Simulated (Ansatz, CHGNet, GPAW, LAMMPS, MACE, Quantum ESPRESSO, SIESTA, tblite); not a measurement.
## GPAW runs on glassy 85GeO2-15Li2O (mol %) (78 atoms)

Wanted: GPAW inputs and outputs for glassy 85GeO2-15Li2O (mol %) (78 atoms), checked against a plane-wave reference.

Method: the method is named at each step, in GPAW 26.7.0.

### Step 1. Set-up

The cell holds 78 atoms: 22 Ge, 8 Li and 48 O. Its edges and angles: a = 10.276 Å, b = 10.276 Å, c = 10.276 Å, α = 90.0°, β = 90.0°, γ = 90.0°. 78 atoms (22 Ge, 8 Li, 48 O) placed at random at 3.6 g/cm³, melted at 4000 K for 10 ps at fixed volume with the Morse and Coulomb pair potential with partial charges (Pedone, Malavasi, Menziani, Cormack and Segre, J. Phys. Chem. B 110, 11780 (2006)). Quenched from 4000 K to 300 K at 30 K/ps and fixed volume, held 10 ps at zero pressure.

The yardstick, on the same geometry:

| Quantity | Value |
| --- | --- |
| method | Kohn-Sham DFT, PBE, PAW, plane waves (Ansatz 0.2.0); cutoff 420 eV, Γ point, fermi-dirac smearing of 0.05 eV; PAW set soft_2 |
| r.m.s. force component | 1.175 eV/Å |
| longest force | 4 eV/Å |
| pressure | 7.889 GPa |
| gap (highest filled to lowest empty level) | 1.343 eV |
| SCF cycles | 9 |
| time | 13 s on 4 threads of Arm Neoverse V2, shared host |
| CPU time | 49 s |

### Step 2. PBE, LCAO dzp, h 0.18 Å

Method: Kohn-Sham DFT, PBE, PAW, atomic orbitals (dzp).

run.py

```python
import numpy as np
from ase.io import read
from gpaw import GPAW, FermiDirac

atoms = read("structure.xyz")
atoms.calc = GPAW(
    mode="lcao",
    basis="dzp",
    h=0.18,
    xc="PBE",
    kpts={"size": (1, 1, 1), "gamma": True},
    occupations=FermiDirac(0.05),
    maxiter=200,
    symmetry={"point_group": False},
    txt="gpaw.txt",
)
energy = atoms.get_potential_energy(force_consistent=True)
forces = atoms.get_forces()
print(f"energy {energy:.6f} eV")
print("forces (eV/A)")
for i, (a, f) in enumerate(zip(atoms, forces)):
    print(f"{i:4d} {a.symbol:2s} {f[0]:10.5f} {f[1]:10.5f} {f[2]:10.5f}")
print(f"Fermi level {atoms.calc.get_fermi_level():.4f} eV")
for k in range(len(atoms.calc.get_ibz_k_points())):
    for s in range(atoms.calc.get_number_of_spins()):
        e = atoms.calc.get_eigenvalues(kpt=k, spin=s)
        n = np.searchsorted(e, atoms.calc.get_fermi_level())
        print(f"k {k} spin {s} levels about the Fermi level:", np.round(e[max(n - 6, 0):n], 4).tolist(), "|", np.round(e[n:n + 6], 4).tolist())
```

structure.xyz

```xyz
78
Lattice="10.27607 0.00000 0.00000 0.00000 10.27607 0.00000 0.00000 0.00000 10.27607" Properties=species:S:1:pos:R:3 pbc="T T T"
Ge 9.29152 3.08734 9.51780
Ge 2.52822 10.04208 6.12238
Ge 6.22925 3.56775 0.63660
Ge 4.03254 6.07922 0.28177
Ge 3.47866 2.57929 7.35232
Ge 3.18270 2.63191 3.25412
Ge 9.63618 6.54483 1.98534
Ge 8.78398 8.47601 9.66906
Ge 3.79834 1.35624 0.28239
Ge 3.46900 5.97636 3.60587
Ge 8.60775 8.47879 6.17366
Ge 5.80115 9.03863 0.84480
Ge 0.41022 0.56642 0.79845
Ge 5.79334 0.51719 3.68315
Ge 0.06484 3.00894 4.67458
Ge 10.02513 0.84675 7.19818
Ge 0.86483 6.12608 5.76488
Ge 1.58632 4.87260 8.55195
Ge 5.17092 8.00146 5.72459
Ge 7.30433 3.56621 3.77389
Ge 5.89651 4.85822 6.53291
Ge 0.25176 9.31855 3.68418
Li 7.43782 8.34674 3.51072
Li 9.86400 3.19678 2.06015
Li 6.86154 6.91549 7.94648
Li 8.89682 5.72583 8.33245
Li 3.08056 9.22349 9.57802
Li 6.32400 6.15773 2.39381
Li 2.00126 4.60337 1.30136
Li 3.15465 7.22418 7.73151
O 3.68705 7.39055 9.54852
O 1.53298 9.62888 4.75412
O 6.61799 3.96533 2.27060
O 8.15160 6.60885 2.76097
O 0.14325 0.24550 2.44283
O 2.58669 5.11902 9.81169
O 2.09324 3.54319 7.63286
O 3.77193 1.94475 8.87904
O 7.19407 9.08795 10.04815
O 6.79320 1.88227 4.00654
O 0.19144 5.10803 1.92933
O 6.62231 4.55312 4.97783
O 5.42597 9.66177 4.90960
O 4.75988 3.59621 6.84592
O 7.73274 3.47660 10.10210
O 0.39183 4.49146 5.46574
O 8.86969 9.93614 7.03007
O 9.96799 7.35191 5.84606
O 5.01575 6.38945 6.64430
O 8.62645 7.67561 8.20534
O 3.58070 8.71822 6.45080
O 4.48489 9.95422 0.37220
O 9.26480 7.17958 0.38597
O 0.26512 7.82060 2.82140
O 3.32914 6.02897 1.93108
O 8.94470 3.30725 3.75878
[... 18 atom lines left out ...]
O 1.55004 2.72110 3.78221
O 10.18903 1.70079 5.74073
O 1.46177 6.19061 7.39065
O 2.14420 6.29348 4.69308
```

Launch:

```sh
$ OMP_NUM_THREADS=1 python run.py > output.txt
```

The program printed:

```text
energy -431.872724 eV
forces (eV/A)
   0 Ge   -0.16454    0.07252    0.55771
   1 Ge    0.06900    0.71765   -1.76712
   2 Ge   -1.41621   -0.62386   -0.29547
   3 Ge    0.90302    1.99531    0.78026
   4 Ge    0.52451    1.83145    0.65140
   5 Ge    1.90195   -0.34344   -1.09178
   6 Ge   -0.29648    1.85158    0.43348
   7 Ge   -0.45094    1.50203    2.19523
   8 Ge   -0.95722    2.50793    1.47065
   9 Ge   -0.46058   -2.09723    2.75931
  10 Ge    2.83441   -0.83952   -0.59293
  11 Ge    2.81183   -1.46259    0.81016
  12 Ge    0.11909   -1.31381   -2.01722
  13 Ge    0.44584    1.07106    0.08383
  14 Ge    2.84660    0.49095    1.65067
  15 Ge    2.63365   -0.54276    0.05006
  16 Ge   -1.52313   -1.14023   -0.84667
  17 Ge   -1.45202    0.00148   -2.57911
  18 Ge   -0.49549    0.25486   -2.26821
  19 Ge   -3.94806   -1.50062    1.64900
  20 Ge    0.30866   -0.52408   -0.01539
  21 Ge   -1.50881   -2.12990   -0.35962
  22 Li    0.44140   -0.31488   -0.35330
  23 Li    0.32036    0.99522   -0.06569
[...]
70 O     0.34716    1.14727    2.33966
  71 O     1.51854    1.39484    1.19707
  72 O     0.97584   -2.17714    0.39255
  73 O     1.51325    1.49908   -0.62208
  74 O    -2.58702   -0.79596   -0.25786
  75 O    -0.09172   -0.29292   -1.93419
  76 O     1.19377    1.64593    2.34748
  77 O     1.55781    1.54175   -1.42509
Fermi level 3.4813 eV
k 0 spin 0 levels about the Fermi level: [2.0711, 2.0811, 2.2201, 2.3145, 2.6394, 2.9187] | [4.0437, 5.3422, 5.8109, 5.9907, 6.2199, 6.3518]
```

gpaw.txt:

```text
Input parameters:
  mode=LCAO(),
  basis={'default': 'dzp'},
  h=0.18,
  kpts=MonkhorstPack(size=(1, 1, 1), gamma=True),
  maxiter=200,
  occupations=Occupations(name='fermi-dirac', width=0.05, fixmagmom=False),
  symmetry=Symmetry(point_group=False),
  xc=XC(name='PBE')
Unit cell  # Å
| periodic |         x |         y |         z |   lengths |    angles |
|----------|-----------|-----------|-----------|-----------|-----------|
|      yes | 10.276070 |  0.000000 |  0.000000 | 10.276070 | 90.000000 |
|      yes |  0.000000 | 10.276070 |  0.000000 | 10.276070 | 90.000000 |
|      yes |  0.000000 |  0.000000 | 10.276070 | 10.276070 | 90.000000 |
Number of symmetries: 1
Symmetry operations  # r_c * U_cc + t_c -> r_c
|   | kind |            matrix            |
|---|------|------------------------------|
| 0 |  E   |  1, 0, 0,  0, 1, 0,  0, 0, 1 |
BZ-sampling:
  Number of BZ points: 1
  Number of IBZ points: 1
  Monkhorst-Pack size: [1, 1, 1]
  Monkhorst-Pack shift: [0, 0, 0]
[... lines left out ...]
eigensolver:
density mixing:
  MSR1-Mixer
occupation numbers:
  Fermi-Dirac:
    width: 0.0500  # eV
FastPoissonSolver using
    Stencil: 6*3+1=19 point O(h^6) finite-difference Laplacian
xc functional:
  name: PBE with 2 nearest neighbor stencil
interpolation: tri-quintic # 5. degree polynomial
Initialization done in: 6.948 s
convergence criteria:
- Maximum [total energy] change in last 3 cyles: 0.0005 eV / valence electron
- Maximum integral of absolute [dens]ity change: 0.0001 electrons / valence electron
- Maximum integral of absolute [eigenst]ate change: 4e-08 eV^2 / valence electron
maximum number of iterations: 200
SCF iterations
|iter     |      energy | eigst |  dens |
|---------|-------------|-------|-------|
|iter:   1| -493.991629 |      c|       |
|iter:   2| -479.051767 |      c| -0.73 |
|iter:   3| -432.650480 |      c| -0.78 |
|iter:   4| -432.017162 |      c| -1.41 |
|iter:   5| -431.934522 |      c| -1.72 |
|iter:   6| -431.874922c|      c| -2.27 |
|iter:   7| -431.873155c|      c| -2.82 |
|iter:   8| -431.872720c|      c| -3.28 |
|iter:   9| -431.872710c|      c| -3.74 |
|iter:  10| -431.872708c|      c| -4.20c|
Converged in 10 steps
SCF loop duration: 68.268 s (6.827 s/step)
Energy contributions relative to reference atoms: (reference = -1355731.245772)
Energy contributions:
  Kinetic:        1450.341412
  Coulomb:       -1273.777449
  Zero:             15.537391
  External:          0.000000
  Xc:             -623.974047
  Entropy:          -0.000032
  Spinorbit:         0.000000
  ----------------------------
  Free energy:    -431.872724
  Extrapolated:   -431.872708
dipole moment: (-5.332183, -5.078007, -52.462426)  # |e|*Ang
Fermi level: 3.481
Eigenvalues  # (at kpt = [0.000, 0.000, 0.000])
| band index |      eig [eV] | occ [0-2] |
|------------|---------------|-----------|
|          0 |       -18.393 |     2.000 |
|        ... |               |           |
|        184 |         1.940 |     2.000 |
|        185 |         2.017 |     2.000 |
[...]
|        199 |         6.943 |     0.000 |
|        ... |               |           |
|        234 |        10.690 |     0.000 |
Gap: 1.125 eV
Transition (v -> c):
  (s=0, k=0, n=191, [0.00, 0.00, 0.00]) -> (s=0, k=0, n=192, [0.00, 0.00, 0.00])
No difference between direct/indirect transitions
Force computation time: 15.702  # s
timing:  # [seconds]
  Total:  90.945  # ━━━━━━━━━━━━━━━━━━━━━━━━━━━━━━━━━━━━━━━━━━━━━━━━━━━━━━━━━
  Init:    6.948  # ━━━━╸
  SCF:    68.268  # ━━━━━━━━━━━━━━━━━━━━━━━━━━━━━━━━━━━━━━━━━━━
  Forces: 15.702  # ━━━━━━━━━━
```

Elapsed: 92 s, on 1 thread of Arm Neoverse V2, shared host; peak memory 1.3 GiB.

Banners and routine set-up lines are dropped from the logs; longer cuts are marked.

Numbers from this run, and their distance from the reference:

- r.m.s. force component: 1.583 eV/Å
- r.m.s. difference of force components: 470.6 meV/Å
- longest difference of force vectors: 1799 meV/Å
- force difference over r.m.s. force: 40.05 %
- slope of forces against the reference's: 1.328
- correlation of force components: 0.9853
- gap (highest filled to lowest empty level): 1.125 eV
- gap difference: -0.2184 eV

This run lies far from the reference at the same functional. Basis and potentials both differ; the latter hold 384 valence electrons against the reference's 620.

Length of the force difference by element (eV/Å):

| element | atoms | mean | most |
| --- | --- | --- | --- |
| Ge | 22 | 0.51 | 0.97 |
| Li | 8 | 0.16 | 0.28 |
| O | 48 | 0.91 | 1.8 |

Levels nearest the highest filled one (eV from it): -0.85, -0.84, -0.70, -0.60, -0.28, 0.00, 1.12, 2.42, 2.89, 3.07, 3.30, 3.43.

Local excerpt of 11 atoms (numbers count through the whole input) about Li25, one of the 8 Li atoms; x, y, z are measured from there.

| atom | x | y | z | distance (Å) | bonds | Fx | Fy | Fz (eV/Å) |
| --- | --- | --- | --- | --- | --- | --- | --- | --- |
| Li25 | 0.00 | 0.00 | 0.00 | 0.00 | 4 | -0.37 | -0.05 | -0.16 |
| O50 | 1.76 | 0.76 | 0.26 | 1.94 | 3 | -0.55 | -2.20 | -4.49 |
| O62 | 0.40 | -1.89 | -0.44 | 1.98 | 3 | 2.27 | 0.81 | 2.49 |
| O57 | 0.14 | 1.02 | -1.95 | 2.20 | 3 | -2.04 | -1.46 | 0.23 |
| O49 | -1.85 | -0.53 | -1.30 | 2.32 | 4 | -1.65 | 2.08 | 1.52 |
| Li26 | 2.04 | -1.19 | 0.39 | 2.39 | 3 | -0.23 | 0.11 | -0.19 |
| Ge21 | -0.97 | -2.06 | -1.41 | 2.68 | 4 | 0.31 | -0.52 | -0.02 |
| Ge11 | 1.75 | 1.56 | -1.77 | 2.94 | 4 | 2.83 | -0.84 | -0.59 |
| Ge19 | -1.69 | 1.09 | -2.22 | 3.00 | 5 | -0.50 | 0.25 | -2.27 |
| Ge8 | 1.92 | 1.56 | 1.72 | 3.02 | 4 | -0.45 | 1.50 | 2.20 |
| O39 | 0.33 | 2.17 | 2.10 | 3.04 | 2 | -1.12 | 1.33 | -0.67 |

Atoms are counted from 1 here, from 0 in the log.

Forces lie 40 % from the reference's, at 1.9 times its CPU time (on 1 against 4 cores).

### Step 3. revPBE, LCAO dzp, h 0.18 Å

Method: Kohn-Sham DFT, revPBE, PAW, atomic orbitals (dzp).

Changes to run.py since step 2:

```diff
@@ -9,3 +9,3 @@
     h=0.18,
-    xc="PBE",
+    xc="revPBE",
     kpts={"size": (1, 1, 1), "gamma": True},
```

structure.xyz is that of step 2.

The program printed:

```text
energy -408.388664 eV
forces (eV/A)
   0 Ge   -0.18072    0.07819    0.56242
   1 Ge    0.09810    0.71826   -1.79805
   2 Ge   -1.42839   -0.64557   -0.31588
   3 Ge    0.91899    2.03746    0.78130
   4 Ge    0.54810    1.83918    0.64304
   5 Ge    1.92881   -0.37223   -1.08505
   6 Ge   -0.29353    1.83995    0.44590
   7 Ge   -0.43846    1.52576    2.20625
   8 Ge   -0.97124    2.51922    1.50422
   9 Ge   -0.47200   -2.09883    2.77480
  10 Ge    2.85123   -0.85074   -0.59039
  11 Ge    2.82021   -1.47056    0.80128
  12 Ge    0.10761   -1.35295   -2.03329
  13 Ge    0.46921    1.08073    0.08524
  14 Ge    2.85107    0.48622    1.65697
  15 Ge    2.66182   -0.54470    0.06622
  16 Ge   -1.55475   -1.14401   -0.87113
  17 Ge   -1.45842    0.01915   -2.58878
  18 Ge   -0.49768    0.27676   -2.25023
  19 Ge   -3.96495   -1.49852    1.68095
  20 Ge    0.31843   -0.54059    0.00264
  21 Ge   -1.50203   -2.14841   -0.35821
  22 Li    0.40148   -0.31896   -0.35080
  23 Li    0.32115    0.99545   -0.05195
[...]
70 O     0.36509    1.15715    2.35670
  71 O     1.57365    1.40633    1.25741
  72 O     1.04448   -2.25359    0.39615
  73 O     1.56095    1.51210   -0.66323
  74 O    -2.61864   -0.81647   -0.27898
  75 O    -0.11724   -0.31389   -1.97128
  76 O     1.19017    1.73978    2.40212
  77 O     1.57744    1.57980   -1.44062
Fermi level 3.6531 eV
k 0 spin 0 levels about the Fermi level: [2.2035, 2.2243, 2.3577, 2.452, 2.7916, 3.0664] | [4.2395, 5.5222, 5.9914, 6.1746, 6.4037, 6.5426]
```

gpaw.txt:

```text
Input parameters:
  mode=LCAO(),
  basis={'default': 'dzp'},
  h=0.18,
  kpts=MonkhorstPack(size=(1, 1, 1), gamma=True),
  maxiter=200,
  occupations=Occupations(name='fermi-dirac', width=0.05, fixmagmom=False),
  symmetry=Symmetry(point_group=False),
  xc=XC(name='revPBE')
Unit cell  # Å
| periodic |         x |         y |         z |   lengths |    angles |
[... lines left out ...]
  Fermi-Dirac:
[... lines left out ...]
convergence criteria:
- Maximum [total energy] change in last 3 cyles: 0.0005 eV / valence electron
[... lines left out ...]
Converged in 10 steps
[... lines left out ...]
  Free energy:    -408.388664
  Extrapolated:   -408.388654
dipole moment: (-5.309855, -5.187603, -52.385993)  # |e|*Ang
Fermi level: 3.653
Eigenvalues  # (at kpt = [0.000, 0.000, 0.000])
| band index |      eig [eV] | occ [0-2] |
|------------|---------------|-----------|
|          0 |       -18.323 |     2.000 |
|        ... |               |           |
|        184 |         2.081 |     2.000 |
|        185 |         2.147 |     2.000 |
[...]
|        199 |         7.134 |     0.000 |
|        ... |               |           |
|        234 |        10.951 |     0.000 |
Gap: 1.173 eV
Transition (v -> c):
  (s=0, k=0, n=191, [0.00, 0.00, 0.00]) -> (s=0, k=0, n=192, [0.00, 0.00, 0.00])
No difference between direct/indirect transitions
Force computation time: 15.247  # s
timing:  # [seconds]
  Total:  90.747  # ━━━━━━━━━━━━━━━━━━━━━━━━━━━━━━━━━━━━━━━━━━━━━━━━━━━━━━━━━
  Init:    6.762  # ━━━━
  SCF:    68.709  # ━━━━━━━━━━━━━━━━━━━━━━━━━━━━━━━━━━━━━━━━━━━
  Forces: 15.248  # ━━━━━━━━━╸
```

Wall time 92 s (1 thread); peak memory 1.3 GiB.

Compared with the plane-wave run:

| Property | Result |
| --- | --- |
| r.m.s. force component | 1.611 eV/Å |
| r.m.s. difference of force components | 501.9 meV/Å |
| longest difference of force vectors | 1837 meV/Å |
| force difference over r.m.s. force | 42.71 % |
| slope of forces against the reference's | 1.349 |
| correlation of force components | 0.9838 |
| gap (highest filled to lowest empty level) | 1.173 eV |
| gap difference | -0.1703 eV |

Against the first run (40 %), the force difference from the reference is 43 %, at 1.00 times the CPU time; the model has changed, so this is no error of the program alone.

### Step 4. PBE, LCAO dzp, h 0.18 Å, other mixer settings

Method: Kohn-Sham DFT, PBE, PAW, atomic orbitals (dzp).

Changes to run.py since step 3:

```diff
@@ -2,3 +2,4 @@
 from ase.io import read
-from gpaw import GPAW, FermiDirac
+from gpaw import GPAW, FermiDirac, Mixer
+from ase.parallel import parprint as print
 
@@ -9,5 +10,6 @@
     h=0.18,
-    xc="revPBE",
+    xc="PBE",
     kpts={"size": (1, 1, 1), "gamma": True},
     occupations=FermiDirac(0.05),
+    mixer=Mixer(0.1, 5, 50),
     maxiter=200,
```

structure.xyz is that of step 3.

Launch:

```sh
$ OMP_NUM_THREADS=1 mpirun -np 2 gpaw python run.py > output.txt
```

The program printed:

```text
energy -431.872724 eV
forces (eV/A)
   0 Ge   -0.16552    0.07476    0.55851
   1 Ge    0.06880    0.71692   -1.76470
   2 Ge   -1.41549   -0.62183   -0.29572
   3 Ge    0.90276    1.99442    0.78080
   4 Ge    0.52468    1.83128    0.65184
   5 Ge    1.90063   -0.34176   -1.09360
[...]
75 O    -0.09275   -0.29319   -1.93450
  76 O     1.19456    1.64911    2.34967
  77 O     1.55650    1.54222   -1.42552
Fermi level 3.4816 eV
k 0 spin 0 levels about the Fermi level: [2.0715, 2.082, 2.2206, 2.3148, 2.6401, 2.9195] | [4.0434, 5.3419, 5.8105, 5.9905, 6.2197, 6.3516]
```

gpaw.txt:

```text
Input parameters:
  mode=LCAO(),
  basis={'default': 'dzp'},
  h=0.18,
  kpts=MonkhorstPack(size=(1, 1, 1), gamma=True),
  maxiter=200,
[... lines left out ...]
  occupations=Occupations(name='fermi-dirac', width=0.05, fixmagmom=False),
[... lines left out ...]
  Fermi-Dirac:
[... lines left out ...]
convergence criteria:
- Maximum [total energy] change in last 3 cyles: 0.0005 eV / valence electron
[... lines left out ...]
Converged in 14 steps
[... lines left out ...]
  Free energy:    -431.872724
[... lines left out ...]
Fermi level: 3.482
[... lines left out ...]
|        ... |               |           |
|        184 |         1.940 |     2.000 |
|        185 |         2.017 |     2.000 |
[...]
|        199 |         6.943 |     0.000 |
|        ... |               |           |
|        234 |        10.690 |     0.000 |
Gap: 1.124 eV
Transition (v -> c):
  (s=0, k=0, n=191, [0.00, 0.00, 0.00]) -> (s=0, k=0, n=192, [0.00, 0.00, 0.00])
No difference between direct/indirect transitions
Force computation time: 7.852  # s
```

The job ended after 67 s (2 MPI ranks; peak memory 1.4 GiB).

Numbers from this run, and their distance from the reference:

```yaml
r_m_s_force_component: 1.584 eV/Å
r_m_s_difference_of_force_components: 471.2 meV/Å
longest_difference_of_force_vectors: 1800 meV/Å
force_difference_over_r_m_s_force: 40.11 %
slope_of_forces_against_the_reference_s: 1.328
correlation_of_force_components: 0.9853
spacing_of_highest_filled_and_lowest_empty_level: 1.124 eV
gap_difference: -0.2195 eV
energy_less_the_same_level_run_s: 0 meV/atom
r_m_s_force_difference_from_the_same_level_run: 1.521 meV/Å
```

This run lies far from the reference at the same functional. Basis and potentials both differ; the latter hold 384 valence electrons against the reference's 620.

Against the first run (40 %), the force difference from the reference is 40 %, at 1.4 times the CPU time (on 2 against 1 cores) (14 SCF steps against 10): another solver or mixer reaches the same state.

(Continued in part 2 of 2.)

[Long decimals in the printed logs are rounded to 6 places.]

[Also dropped from logs without a mark: lines with file paths, logging warnings of Python, QE's lines on negative density and diagonalisation, SIESTA's first energy breakdown, zero terms and Voronoi charges.]

[Logs are printed without paths, hosts, clocks, repeated set-up lines and the standing remarks that a program may print on its own settings, such as how far it seeks lower states.]

[Hosts, paths, dates, database ids (printed as entryN), source tags and the programs' standing remarks are cut or masked in the printed files.]

[Most failed runs of this program on this cell are left out, timed-out ones always.]
